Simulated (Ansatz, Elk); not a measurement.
## Bonding as seen by X-rays: NbSi

The structure of NbSi used here is made up (a known structure type with other elements) and was relaxed beforehand with PBE. The aim is the Fourier transform of its all-electron density, F(hkl), set beside the sum over free spherical atoms that refinements use.

Main program and level: Elk 11.2.3 (patched build); DFT, PBE, all-electron APW+lo, Dirac cores, scalar-relativistic bands, static density, no spin.

The structure was built from a prototype and need not be the compound's stable phase.

## (1) Starting point

Symmetry: P4/mmm, No. 123, tetragonal system. The conventional cell has a = 2.685 Å, b = 2.685 Å, c = 5.139 Å, α = 90.00°, β = 90.00°, γ = 90.00°. Nb has 2 Si at 2.57 Å and 4 Nb at 2.69 Å nearest. Si has 2 Nb at 2.57 Å and 4 Si at 2.69 Å nearest. Farther neighbours are not listed.

## (2) Ground state and structure factors

An all-electron density is needed, since X-rays see the cores too. Task 0 finds the density and task 195 Fourier-transforms it; tshift is off so that phases refer to the origin typed.

Contents of elk.in:

```
tasks
  0
  195

xctype
  20

spinpol
  .false.

rgkmax
  7.0

gmaxvr
  14.0

lmaxo
  7

lmaxapw
  8

swidth
  0.002

tshift
  .false.

ramdisk
  .false.

hmaxvr
  5.5

maxscl
  120

epspot
  1e-06

sppath
  './'

avec
  5.07469557684 0.00000000000 0.00000000000
  0.00000000000 5.07469557684 0.00000000000
  0.00000000000 0.00000000000 9.71196671394

atoms
  2
  'Nb.in'
  1
  0.0000000000 -0.0000000000 0.5000000000   0.000000 0.000000 0.000000
  'Si.in'
  1
  -0.0000000000 0.0000000000 0.0000000000   0.000000 0.000000 0.000000

ngridk
  8 8 5
```

Command:

```sh
$ OMP_NUM_THREADS=4 elk
```

Numbers of over 12 decimals in the logs are rounded to 6 here.

The program printed:

```text
┌─────────────────────────┐
│ Elk code version 11.2.3 │
└─────────────────────────┘

All units are atomic (Hartree, Bohr, etc.)

┌─────────────────────────────────────────────────┐
│ Ground-state run starting from atomic densities │
└─────────────────────────────────────────────────┘

Lattice vectors :
   5.074695577       0.000000000       0.000000000
   0.000000000       5.074695577       0.000000000
   0.000000000       0.000000000       9.711966714

Reciprocal lattice vectors :
   1.238140340       0.000000000       0.000000000
   0.000000000       1.238140340       0.000000000
   0.000000000       0.000000000      0.6469529285

Unit cell volume      :    250.1077646
Brillouin zone volume :   0.9917733414

Muffin-tin inner radius fraction :   0.1000000000E-01

Nuclei treated as point charges

Species : 1 (Nb)
 parameters loaded from : Nb.in
 name : niobium
 nuclear charge    :   -41.00000000
 electronic charge :    41.00000000
 atomic mass :    169357.9704
 muffin-tin radius :    2.512347788
 number of radial points in muffin-tin :   1193
 inner part over the whole radius :   0.9898475025E-02
 number on inner part of muffin-tin    :    847
 approximate nuclear radius :   0.8268951942E-04
 number of mesh points to nuclear radius :    419
 atomic positions (lattice), magnetic fields (Cartesian) :
  1 :   0.00000000  0.00000000  0.50000000    0.00000000  0.00000000  0.00000000

Species : 2 (Si)
 parameters loaded from : Si.in
 name : silicon
 nuclear charge    :   -14.00000000
 electronic charge :    14.00000000
 atomic mass :    51196.73458
 muffin-tin radius :    2.200000000
 number of radial points in muffin-tin :    793
 inner part over the whole radius :   0.9899632250E-02
 number on inner part of muffin-tin    :    553
 approximate nuclear radius :   0.5963282101E-04
 number of mesh points to nuclear radius :    246
 atomic positions (lattice), magnetic fields (Cartesian) :
  1 :   0.00000000  0.00000000  0.00000000    0.00000000  0.00000000  0.00000000

Total number of atoms per unit cell :    2
Total muffin-tin volume :    111.0266759
 ratio of muffin-tin to unit cell volume :   0.4439153501

Spin treatment :
 spin-unpolarised

Number of Bravais lattice symmetries :   16
Number of crystal symmetries         :   16
Crystal has inversion symmetry
Real symmetric eigensolver will be used

k-point grid :      8     8     5
k-point offset :    0.000000000       0.000000000       0.000000000
k-point set is reduced with full crystal symmetry group
Total number of k-points :       45

Muffin-tin radius times maximum |G+k| :    7.000000000
 using average radius
Maximum |G+k| for APW functions       :    2.970918240
Maximum (1/2)|G+k|²                   :    4.413177596
Maximum |G| for potential and density :    14.00000000
Constant for pseudocharge density :    9
 order of it for each species :   16  16
 order of it for pair densities of each species (exact exchange by exxq0 0: 17) :   11   8
Radial integration step length :    1

G-vector grid sizes :     24    24    45
Number of G-vectors :    11587

Maximum angular momentum used for
 APW functions            :    8
 outer part of muffin-tin :    7
 inner part of muffin-tin :    2

Total nuclear charge    :   -55.00000000
Total core charge       :    38.00000000
Total valence charge    :    17.00000000
Total excess charge     :    0.000000000
Total electronic charge :    55.00000000

Effective Wigner radius, rₛ :    1.027760586

Number of empty states         :      8
Total number of valence states :     17
Total number of core states    :     38

Third-order local-orbitals added for an l without core states : T
Total number of local-orbitals :     22

Exchange-correlation functional :     20     0     0
 Perdew-Burke-Ernzerhof, Phys. Rev. Lett. 77, 3865 (1996)
 gradient requirement :    1
 generalised gradient approximation (GGA)

Smearing type :    3
 Fermi-Dirac
Smearing width :   0.2000000000E-02
Effective electronic temperature (K) :    631.5500496

Mixing type :    3
[...]
xc potential                :     -179.08301772069
 exchange                    :     -137.09222912502
 correlation                 :     -2.680601
 electron entropic           :    -0.59604297570579E-03
 total energy                :     -4111.0761269279

Density of states at Fermi energy :    47.79258182
 (states/Hartree/unit cell)

Estimated indirect band gap :   0.2871654369E-03
 from k-point 30 to k-point 38
Estimated direct band gap   :   0.2077759184E-01
 at k-point 9

Charges :
 core                        :    38.00000000
 valence                     :    17.00000000
 interstitial                :    3.869619464
 muffin-tins (core leakage)
  species : 1 (Nb)
   atom 1                    :    38.87359414     (  0.1616026314E-05)
  species : 2 (Si)
   atom 1                    :    12.25678639     (  0.1359813026E-02)
 total in muffin-tins        :    51.13038054
 total calculated charge     :    54.99733578
 total charge                :    55.00000000
 error                       :   0.2664217490E-02

RMS change in Kohn-Sham potential (target) :   0.4045097708     (  0.1000000000E-05)
Absolute change in total energy (target)   :   0.1370803518     (  0.1000000000E-03)

[... loops 3 to 13 left out ...]

┌──────────────────┐
│ Loop number : 14 │
└──────────────────┘

Energies :
 Fermi                       :     0.321061
 sum of occupied eigenvalues :     -2424.8391655217
 electron kinetic            :      4244.9506997160
 core electron kinetic       :      4157.9340467603
 Coulomb                     :     -8215.4574075951
 Coulomb potential           :     -6487.6341553303
 nuclear-nuclear             :     -461.65172346723
 electron-nuclear            :     -9030.7612298332
 Hartree                     :      1276.9555457053
 Madelung                    :     -4971.6403299300
 xc potential                :     -182.15570990733
 exchange                    :     -137.27174960598
 correlation                 :     -2.680948
 electron entropic           :    -0.55325424924068E-03
 total energy                :     -4110.4599585484

Density of states at Fermi energy :    43.83508235
 (states/Hartree/unit cell)

Estimated indirect band gap :   0.2348677662E-02
 from k-point 30 to k-point 18
Estimated direct band gap   :   0.2487862452E-01
 at k-point 10

Charges :
 core                        :    38.00000000
 valence                     :    17.00000000
 interstitial                :    3.679494728
 muffin-tins (core leakage)
  species : 1 (Nb)
   atom 1                    :    39.15942030     (  0.1512604957E-05)
  species : 2 (Si)
   atom 1                    :    12.16108497     (  0.1324661518E-02)
 total in muffin-tins        :    51.32050527
 total calculated charge     :    54.99735585
 total charge                :    55.00000000
 error                       :   0.2644153620E-02

RMS change in Kohn-Sham potential (target) :   0.7992210154E-06 (  0.1000000000E-05)
Absolute change in total energy (target)   :   0.7251200805E-04 (  0.1000000000E-03)

Convergence targets achieved

┌──────────────────┐
│ Loop number : 15 │
└──────────────────┘

Energies :
 Fermi                       :     0.321062
 sum of occupied eigenvalues :     -2424.8391677938
 electron kinetic            :      4244.9507019885
 core electron kinetic       :      4157.9340469169
 Coulomb                     :     -8215.4574100570
 Coulomb potential           :     -6487.6341484050
 nuclear-nuclear             :     -461.65172346723
 electron-nuclear            :     -9030.7612424945
 Hartree                     :      1276.9555559047
 Madelung                    :     -4971.6403358545
 xc potential                :     -182.15572137719
 exchange                    :     -137.27174973250
 correlation                 :     -2.680948
 electron entropic           :    -0.55325487308280E-03
 total energy                :     -4110.4599588657

Density of states at Fermi energy :    43.83513315
 (states/Hartree/unit cell)

Estimated indirect band gap :   0.2348652117E-02
 from k-point 30 to k-point 18
Estimated direct band gap   :   0.2487858022E-01
 at k-point 10

Charges :
 core                        :    38.00000000
 valence                     :    17.00000000
 interstitial                :    3.679494279
 muffin-tins (core leakage)
  species : 1 (Nb)
   atom 1                    :    39.15942113     (  0.1512607138E-05)
  species : 2 (Si)
   atom 1                    :    12.16108459     (  0.1324661755E-02)
 total in muffin-tins        :    51.32050572
 total calculated charge     :    54.99735585
 total charge                :    55.00000000
 error                       :   0.2644154091E-02

┌──────────────────────────────┐
│ Self-consistent loop stopped │
└──────────────────────────────┘

Warning : core states of species 2 leak from the muffin-tin :   0.1324661755E-02

Wrote STATE.OUT
```

It took 6.9 s on 4 threads of Arm Neoverse V2, shared host; peak memory 0.19 GiB; 17 s of CPU time.

SFACRHO.OUT:

```text

h k l indices transformed by vhmat matrix:
   1.000000000       0.000000000       0.000000000    
   0.000000000       1.000000000       0.000000000    
   0.000000000       0.000000000       1.000000000    

      h      k      l  multipl.   |H|            Re(F)            Im(F)           |F|

      0      0      0      1   0.0000000       54.999999     -0.25767917E-17   54.999999    
      0      0      1      2  0.64695293      -25.493944      0.41674956E-14   25.493944    
      0      1      0      4   1.2381403       42.797489      0.14593898E-16   42.797489    
      0      0     -2      2   1.2939059       42.078691      0.79473073E-14   42.078691    
      1      0     -1      8   1.3969752      -22.068112     -0.38793823E-14   22.068112    
     -1     -1      0      4   1.7509949       37.803067      0.50705493E-17   37.803067    
      1      0      2      8   1.7908612       37.442306     -0.71039709E-14   37.442306    
      1     -1     -1      8   1.8666899      -20.015521     -0.35069106E-14   20.015521    
      0      0      3      2   1.9408588      -20.067085      0.10558662E-13   20.067085    
      1      1     -2      8   2.1771944       34.452052      0.65265538E-14   34.452052    
      1      0     -3      8   2.3021565      -18.299862     -0.95806784E-14   18.299862    
      2      0      0      4   2.4762807       32.738519     -0.17667837E-16   32.738519    
     -2      0      1      8   2.5593972      -17.373448      0.30071252E-14   17.373448    
      0      0      4      2   2.5878117       31.923021     -0.11969479E-13   31.923021    
      1     -1     -3      8   2.6139847      -17.088131     -0.89149338E-14   17.088131    
      2      1      0      8   2.7685660       30.730496     -0.10072391E-17   30.730496    
      0     -2      2      8   2.7939503       30.572858     -0.57741742E-14   30.572858    
      1      2     -1     16   2.8431506      -16.397485     -0.28498213E-14   16.397485
```

Elk indexes on the primitive cell of elk.in and gives |H| = 4π sin θ/λ in inverse bohr. Below, one row stands for each form hkl of the conventional cell (m members, Friedel mates merged), F is for one primitive cell and the density is static (no thermal factor). Free-atom factors are Waasmaier and Kirfel's, and R is Σm||F|−|F'||/Σm|F|.

| hkl | m | sin θ/λ (Å⁻¹) | abs F, DFT | neutral atoms | diff. |
| --- | --- | --- | --- | --- | --- |
| 001 | 2 | 0.097 | 25.494 | 25.557 | -0.064 |
| 100 | 4 | 0.186 | 42.797 | 42.939 | -0.141 |
| 002 | 2 | 0.195 | 42.079 | 42.348 | -0.270 |
| 101 | 8 | 0.210 | 22.068 | 22.312 | -0.244 |
| 110 | 4 | 0.263 | 37.803 | 37.985 | -0.182 |
| 102 | 8 | 0.269 | 37.442 | 37.639 | -0.197 |
| 111 | 8 | 0.281 | 20.015 | 20.082 | -0.066 |
| 003 | 2 | 0.292 | 20.067 | 19.736 | +0.331 |
| 112 | 8 | 0.327 | 34.452 | 34.541 | -0.089 |
| 103 | 8 | 0.346 | 18.300 | 18.160 | +0.140 |
| 200 | 4 | 0.372 | 32.739 | 32.435 | +0.303 |
| 201 | 8 | 0.385 | 17.373 | 17.190 | +0.183 |
| 004 | 2 | 0.389 | 31.923 | 31.709 | +0.213 |
| 113 | 8 | 0.393 | 17.088 | 17.003 | +0.086 |
| 210 | 8 | 0.416 | 30.730 | 30.596 | +0.135 |
| 202 | 8 | 0.420 | 30.573 | 30.445 | +0.128 |
| 211 | 16 | 0.428 | 16.398 | 16.285 | +0.112 |
| 104 | 8 | 0.431 | 30.111 | 30.009 | +0.101 |

## (3) The highest occupied states alone

An energy window below the Fermi level keeps the highest occupied states, to see at which angles they scatter; shallow core shells can lie inside it and anion s states outside. No new self-consistency is needed.

Changes to elk.in since step 2:

```diff
@@ -1,3 +1,2 @@
 tasks
-  0
   195
@@ -40,2 +39,5 @@
 
+wsfac
+  -0.230180 0.621060
+
 sppath
```

Command:

```sh
$ OMP_NUM_THREADS=4 elk
```

The program printed:

```text
┌─────────────────────────────────┐
│ Elk code version 11.2.3 started │
└─────────────────────────────────┘

Info(readinput): the functional depends on the density's gradient
 muffin-tin radial points multiplied by    2.00000
 (not where nrmtscf is given)

┌────────────────────┐
│ Current task : 195 │
└────────────────────┘
Info(checkmt): changed muffin-tin radius of species 1 (Nb) from   2.6000 to   2.5123

Info(sfacrho): density structure factors written to SFACRHO.OUT

 Energy window :  -0.2301800000      0.6210600000

┌──────────────────┐
│ Elk code stopped │
└──────────────────┘
```

It took 2.5 s on 4 threads; peak memory 0.19 GiB.

States within 15 eV below the Fermi level hold 9.00 electrons; any levels below the window count with the cores. Their amplitudes can exceed the total, where window and core parts have opposite phase:

| hkl | sin θ/λ (Å⁻¹) | abs F, window | abs F, all |
| --- | --- | --- | --- |
| 001 | 0.097 | 0.567 | 25.494 |
| 100 | 0.186 | 1.637 | 42.797 |
| 002 | 0.195 | 1.295 | 42.079 |
| 101 | 0.210 | 0.186 | 22.068 |
| 110 | 0.263 | 0.242 | 37.803 |
| 102 | 0.269 | 0.169 | 37.442 |
| 111 | 0.281 | 0.229 | 20.015 |
| 003 | 0.292 | 0.578 | 20.067 |
| 112 | 0.327 | 0.099 | 34.452 |
| 103 | 0.346 | 0.225 | 18.300 |

## (4) Another functional

The difference from free atoms is small, so it is set against the change that LDA (Perdew-Wang) makes.

Changes to elk.in since step 3:

```diff
@@ -1,2 +1,3 @@
 tasks
+  0
   195
@@ -4,3 +5,3 @@
 xctype
-  20
+  3
 
@@ -39,5 +40,2 @@
 
-wsfac
-  -0.230180 0.621060
-
 sppath
```

Command:

```sh
$ OMP_NUM_THREADS=4 elk
```

The program printed:

```text
┌─────────────────────────┐
│ Elk code version 11.2.3 │
└─────────────────────────┘

All units are atomic (Hartree, Bohr, etc.)

┌─────────────────────────────────────────────────┐
│ Ground-state run starting from atomic densities │
└─────────────────────────────────────────────────┘

Lattice vectors :
   5.074695577       0.000000000       0.000000000
   0.000000000       5.074695577       0.000000000
   0.000000000       0.000000000       9.711966714

Reciprocal lattice vectors :
   1.238140340       0.000000000       0.000000000
[...]
interstitial                :    3.654010614
 muffin-tins (core leakage)
  species : 1 (Nb)
   atom 1                    :    39.17179113     ( -0.3355018475E-05)
  species : 2 (Si)
   atom 1                    :    12.17419826     (  0.1350731737E-02)
 total in muffin-tins        :    51.34598939
 total calculated charge     :    54.99733726
 total charge                :    55.00000000
 error                       :   0.2662739242E-02

┌──────────────────────────────┐
│ Self-consistent loop stopped │
└──────────────────────────────┘

Warning : core states of species 2 leak from the muffin-tin :   0.1350731737E-02

Wrote STATE.OUT
[key lines of the parts left out:]
total energy                :     -4105.4373573835
```

Wall time 4 s (4 threads); peak memory 0.19 GiB; 10 s of CPU time.

Against the first run R = 0.06 %; the largest change is -0.021 at 400.

## (5) Basis size

A smaller basis shows how fast F responds to it; the change is likely larger than the basis error of the first run, but doesn't show convergence.

Changes to elk.in since step 4:

```diff
@@ -5,3 +5,3 @@
 xctype
-  3
+  20
 
@@ -11,3 +11,3 @@
 rgkmax
-  7.0
+  5.5
```

Command:

```sh
$ OMP_NUM_THREADS=4 elk
```

The program printed:

```text
┌─────────────────────────┐
│ Elk code version 11.2.3 │
└─────────────────────────┘

All units are atomic (Hartree, Bohr, etc.)

┌─────────────────────────────────────────────────┐
│ Ground-state run starting from atomic densities │
└─────────────────────────────────────────────────┘

Lattice vectors :
   5.074695577       0.000000000       0.000000000
   0.000000000       5.074695577       0.000000000
   0.000000000       0.000000000       9.711966714

Reciprocal lattice vectors :
   1.238140340       0.000000000       0.000000000
[...]
interstitial                :    3.746618313
 muffin-tins (core leakage)
  species : 1 (Nb)
   atom 1                    :    39.10279559     (  0.1507910156E-05)
  species : 2 (Si)
   atom 1                    :    12.15058609     (  0.1321752053E-02)
 total in muffin-tins        :    51.25338169
 total calculated charge     :    54.99808410
 total charge                :    55.00000000
 error                       :   0.1915900155E-02

┌──────────────────────────────┐
│ Self-consistent loop stopped │
└──────────────────────────────┘

Warning : core states of species 2 leak from the muffin-tin :   0.1321752053E-02

Wrote STATE.OUT
[key lines of the parts left out:]
total energy                :     -4110.4276520676
```

Wall time 6.6 s (4 threads); peak memory 0.19 GiB; 16 s of CPU time.

Against the first run R = 0.03 %; the largest change is +0.029 at 112.

## (6) A coarser k-mesh

About half the k-points along each axis test the sampling.

Changes to elk.in since step 5:

```diff
@@ -11,3 +11,3 @@
 rgkmax
-  5.5
+  7.0
 
@@ -58,2 +58,2 @@
 ngridk
-  8 8 5
+  4 4 2
```

Command:

```sh
$ OMP_NUM_THREADS=4 elk
```

The program printed:

```text
┌─────────────────────────┐
│ Elk code version 11.2.3 │
└─────────────────────────┘

All units are atomic (Hartree, Bohr, etc.)

┌─────────────────────────────────────────────────┐
│ Ground-state run starting from atomic densities │
└─────────────────────────────────────────────────┘

Lattice vectors :
   5.074695577       0.000000000       0.000000000
   0.000000000       5.074695577       0.000000000
   0.000000000       0.000000000       9.711966714

Reciprocal lattice vectors :
   1.238140340       0.000000000       0.000000000
[...]
interstitial                :    3.691444579
 muffin-tins (core leakage)
  species : 1 (Nb)
   atom 1                    :    39.14922088     (  0.1512459082E-05)
  species : 2 (Si)
   atom 1                    :    12.15933454     (  0.1325398505E-02)
 total in muffin-tins        :    51.30855542
 total calculated charge     :    54.99770715
 total charge                :    55.00000000
 error                       :   0.2292850336E-02

┌──────────────────────────────┐
│ Self-consistent loop stopped │
└──────────────────────────────┘

Warning : core states of species 2 leak from the muffin-tin :   0.1325398505E-02

Wrote STATE.OUT
[key lines of the parts left out:]
total energy                :     -4110.4499838400
```

It took 5.2 s on 4 threads; peak memory 0.19 GiB.

Against the first run R = 0.05 %; the largest change is -0.064 at 003.

## (7) Settings against the effect

| run | R against the first run (%) | R against neutral atoms, low angle (%) | wall time |
| --- | --- | --- | --- |
| PBE, rgkmax 7 | 0.00 | 0.59 | 6.9 s |
| LDA (Perdew-Wang) | 0.06 | 0.59 | 4 s |
| rgkmax 5.5 | 0.03 | 0.63 | 6.6 s |
| k-mesh 4×4×2 | 0.05 | 0.55 | 5.2 s |

## (8) Summary of results

```
R against neutral atoms, sin θ/λ < 0.3 Å⁻¹ : 0.59 %
R against neutral atoms, 0.3 to 0.82 Å⁻¹   : 0.29 %
```

**Reading.** Independent neutral atoms miss the calculated amplitudes by R = 0.59 % below 0.3 Å⁻¹ and 0.29 % from there to 0.82 Å⁻¹; by shells, 0.25 % below 0.15 Å⁻¹ (1 form), 0.60 % 0.15 to 0.3 (7 forms), 0.55 % 0.3 to 0.45 (10 forms), 0.24 % above 0.45 (60 forms). Bonding, aspherical density and the tables' own atoms all enter these figures, and the runs don't part them. The largest change of an amplitude is +0.33 electrons, at 003. The window's part falls from 9.0 electrons at the origin to at most 0.16 between 0.45 and 0.82 Å⁻¹. Below 0.3 Å⁻¹ the changes that finished (LDA (Perdew-Wang), rgkmax 5.5 and k-mesh 4×4×2) move F by R = 0.09 % at most, against the 0.59 % that separates it from free atoms. These runs have no spin, though d or f shells may be open. Part of the difference isn't bonding: the tables are fits to free atoms and ions calculated by other methods than this functional. Thermal motion, anomalous dispersion and extinction are left out.

[Logs are printed without paths, hosts, clocks, repeated set-up lines and the standing remarks that a program may print on its own settings, such as how far it seeks lower states.]

[Hosts, paths, dates, database ids (printed as entryN), source tags and the programs' standing remarks are cut or masked in the printed files.]
